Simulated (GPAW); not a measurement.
# A Si chain with one atom pushed aside at constant bond length: a series of junctions, part 2 of 2

How does transport respond as one structural variable is stepped? The junctions: a Si chain with one atom pushed aside at constant bond length.

GPAW 26.7.0; GPAW LCAO, PAW setups; Landauer transmission from Green's functions with principal layers (ASE), zero bias.

So far, transmission at the Fermi level (one spin): step 2 (junction, offset 0.3 Å) 2.97; step 3 (another cell, offset 0.6 Å) 2.85; step 4 (another cell, offset 0.9 Å) 2.66; step 5 (another cell, offset 1.2 Å) 2.47.

**7. Potential alignment off**

Without the shift, lead and junction are matched by their Fermi levels alone.

The input, run.py:

```python
import json
import numpy as np
from ase import Atoms
from ase.transport.calculators import TransportCalculator
from gpaw import GPAW, FermiDirac
from gpaw.lcao.tools import get_lcao_hamiltonian
from scipy.linalg import eigh

# The junction with lead layers at both ends, along the third cell vector
device = Atoms(
    ['Si', 'Si', 'Si', 'Si', 'Si', 'Si', 'Si', 'Si', 'Si', 'Si', 'Si'],
    positions=[
        [4.50000, 4.50000, 1.10000],
        [4.50000, 4.50000, 3.30000],
        [4.50000, 4.50000, 5.50000],
        [4.50000, 4.50000, 7.70000],
        [4.50000, 4.50000, 9.90000],
        [5.10000, 4.50000, 12.01660],
        [4.50000, 4.50000, 14.13320],
        [4.50000, 4.50000, 16.33320],
        [4.50000, 4.50000, 18.53320],
        [4.50000, 4.50000, 20.73320],
        [4.50000, 4.50000, 22.93320]],
    cell=[[9.0, 0.0, 0.0], [0.0, 9.0, 0.0], [0.0, 0.0, 24.0332]],
    pbc=True)

# One principal layer of the lead: the first 3 atoms of the device
lead = Atoms(
    ['Si', 'Si', 'Si'],
    positions=[
        [4.50000, 4.50000, 1.10000],
        [4.50000, 4.50000, 3.30000],
        [4.50000, 4.50000, 5.50000]],
    cell=[[9.0, 0.0, 0.0], [0.0, 9.0, 0.0], [0.0, 0.0, 6.6]],
    pbc=True)

settings = dict(mode='lcao', basis='szp(dzp)', xc='PBE', h=0.2,
                occupations=FermiDirac(0.1), maxiter=250,
                mixer=dict(beta=0.1, nmaxold=8, weight=100.0),
                convergence=dict(density=0.0001))
energies = np.arange(-3, 3 + 1e-9, 0.075)
eta = 0.0001
n1, n2 = 1, 1
# k and -k transmit alike, so half of the mesh across the current serves
mesh = [(i, j) for i in range(n1) for j in range(n2) if (i, j) <= (-i % n1, -j % n2)]
weights = np.array([1 if (i, j) == (-i % n1, -j % n2) else 2 for i, j in mesh]) / (n1 * n2)

# [... helper functions left out ...]
fermi_lead = ground_state(lead, (1, 1, 17), 'lead.txt')
fermi_device = ground_state(device, (1, 1, 3), 'device.txt')
# [... loop over the mesh left out, but for ...]
        # Lead and device are aligned by their Fermi levels alone
        shift = 0.0
# [...]
kT = 8.617333e-5 * 300
bias = [0.1, 0.2, 0.5, 1.0, 1.5, 2.0]
# [... integrals and printing left out ...]
```

Started as:

```
$ OMP_NUM_THREADS=1 OPENBLAS_NUM_THREADS=1 python run.py
```

What it wrote:

```text
basis functions: device 99, principal layer 27
Fermi level: lead -4.6866 eV, device -4.6597 eV; lead shifted by 0.0000 eV
largest coupling past the next layer 5.09e-05 eV, largest misfit of the first layer 0.013 eV
  E-E_F (eV)   T (one spin)  [channel counts left out]
    -3.000    1.3376e-10
    -2.925    8.6342e-11
    -2.850    6.0151e-11
    -2.775    4.4725e-11
    -2.700    3.5224e-11
    -2.625    2.9230e-11
    -2.550    2.5466e-11
    -2.475    2.3244e-11
    -2.400    2.2203e-11
    -2.325    2.2198e-11
    -2.250    2.3253e-11
    -2.175    2.5585e-11
    -2.100    2.9687e-11
    -2.025    3.6553e-11
    -1.950    4.8217e-11
    -1.875    6.9175e-11
[...]
2.475    2.9549e+00
     2.550    2.9521e+00
     2.625    2.9490e+00
     2.700    2.9455e+00
     2.775    2.9415e+00
     2.850    2.9371e+00
     2.925    2.9323e+00
     3.000    2.9275e+00
conductance at 300 K: 2.8486 G0 a cell; thermopower -0.5189 uV/K
current from the zero-bias T(E) at 0.1 V: 22.07 uA
current from the zero-bias T(E) at 0.2 V: 44.132 uA
current from the zero-bias T(E) at 0.5 V: 110.19 uA
current from the zero-bias T(E) at 1.0 V: 219.19 uA
current from the zero-bias T(E) at 1.5 V: 325 uA
current from the zero-bias T(E) at 2.0 V: 424.62 uA
```

The job ended after 40 s (1 thread of AMD EPYC 7R43, shared host; peak memory 0.79 GiB).

Numbers from this step:

| Quantity | Value |
| --- | --- |
| conductance | 2.849 G₀ |
| largest misfit of the first principal layer | 0.01273 eV |
| shift that aligns the lead | 0 eV |
| transmission at the Fermi level (one spin) | 2.849 |

One spin. Table of transmission, zone mean by energy, zero at the Fermi level:

| energy (eV) | transmission, zone mean |
| --- | --- |
| -3.0000 | 1.3e-10 |
| -2.7750 | 4.5e-11 |
| -2.4750 | 2.3e-11 |
| -2.2500 | 2.3e-11 |
| -2.0250 | 3.7e-11 |
| -1.7250 | 2.1e-10 |
| -1.5000 | 1.6e-6 |
| -1.2750 | 1.1e-8 |
| -0.9750 | 2.02 |
| -0.7500 | 2.40 |
| -0.5250 | 2.63 |
| -0.2250 | 2.79 |
| 0.0000 | 2.85 |
| 0.2250 | 2.89 |
| 0.5250 | 2.92 |
| 0.7500 | 2.94 |
| 0.9750 | 2.95 |
| 1.2750 | 2.96 |
| 1.5000 | 2.97 |
| 1.7250 | 2.97 |
| 2.0250 | 2.97 |
| 2.2500 | 2.96 |
| 2.4750 | 2.95 |
| 2.7750 | 2.94 |
| 3.0000 | 2.93 |

Not self-consistent under bias; the bias window is split evenly. The current through one cell, from the zero-bias transmission by bias:

| bias (V) | current through one cell, from the zero-bias transmission (μA) |
| --- | --- |
| 0.100 | 22.1 |
| 0.200 | 44.1 |
| 0.500 | 110 |
| 1.000 | 219 |
| 1.500 | 325 |
| 2.000 | 425 |

Table of transmission of the three most open eigenchannels by energy, zero at the Fermi level:

| energy (eV) | channel 1 | channel 2 | channel 3 |
| --- | --- | --- | --- |
| -3.00 | 1.3e-10 | 0 | 0 |
| -2.77 | 4.5e-11 | 0 | 0 |
| -2.55 | 2.5e-11 | 0 | 0 |
| -2.40 | 2.2e-11 | 0 | 0 |
| -2.17 | 2.6e-11 | 0 | 0 |
| -1.95 | 4.8e-11 | 0 | 0 |
| -1.73 | 2.1e-10 | 0 | 0 |
| -1.57 | 2.2e-9 | 0 | 0 |
| -1.35 | 1.6e-9 | 2.0e-11 | 1.9e-11 |
| -1.12 | 0.908 | 0.306 | 0.0514 |
| -0.90 | 0.995 | 0.807 | 0.377 |
| -0.75 | 0.995 | 0.889 | 0.518 |
| -0.53 | 0.996 | 0.955 | 0.680 |
| -0.30 | 0.998 | 0.984 | 0.781 |
| -0.07 | 0.999 | 0.994 | 0.841 |
| 0.00 | 0.999 | 0.995 | 0.855 |
| 0.07 | 0.999 | 0.996 | 0.868 |
| 0.30 | 0.999 | 0.997 | 0.900 |
| 0.53 | 0.999 | 0.998 | 0.924 |
| 0.75 | 0.999 | 0.998 | 0.942 |
| 0.90 | 0.999 | 0.998 | 0.952 |
| 1.12 | 0.999 | 0.997 | 0.963 |
| 1.35 | 0.999 | 0.995 | 0.972 |
| 1.57 | 0.999 | 0.992 | 0.979 |
| 1.73 | 0.999 | 0.988 | 0.982 |
| 1.95 | 0.998 | 0.987 | 0.982 |
| 2.17 | 0.998 | 0.990 | 0.975 |
| 2.40 | 0.998 | 0.993 | 0.967 |
| 2.55 | 0.998 | 0.995 | 0.960 |
| 2.77 | 0.998 | 0.996 | 0.948 |
| 3.00 | 0.998 | 0.997 | 0.932 |

The conductance equals that of the unchanged run to 0.2 %.

**8. Summary of results**

- conductance, first and last member: 2.97 and 2.47 G₀
- largest and smallest: 2.97 and 2.47 G₀

As the sideways shift goes from 0.3 to 1.2 Å, the conductance goes from 2.97 to 2.47 G₀. The conductance falls at every step of the series. The geometry was built from estimated bond lengths and not relaxed, so the numbers describe this model structure. An evenly spaced straight chain is an idealisation: free chains tend to dimerise, zigzag or, where a band edge lies near the Fermi level, turn magnetic. The currents use the zero-bias T(E) throughout, which holds only while the bias is small against the distance to the nearest feature. The energy step is wider than the thermal energy, so the conductance and thermopower rest on interpolation of T(E).

[Logs are printed without paths, hosts, clocks, repeated set-up lines and the standing remarks that a program may print on its own settings, such as how far it seeks lower states.]

[Hosts, paths, dates, database ids (printed as entryN), source tags and the programs' standing remarks are cut or masked in the printed files.]
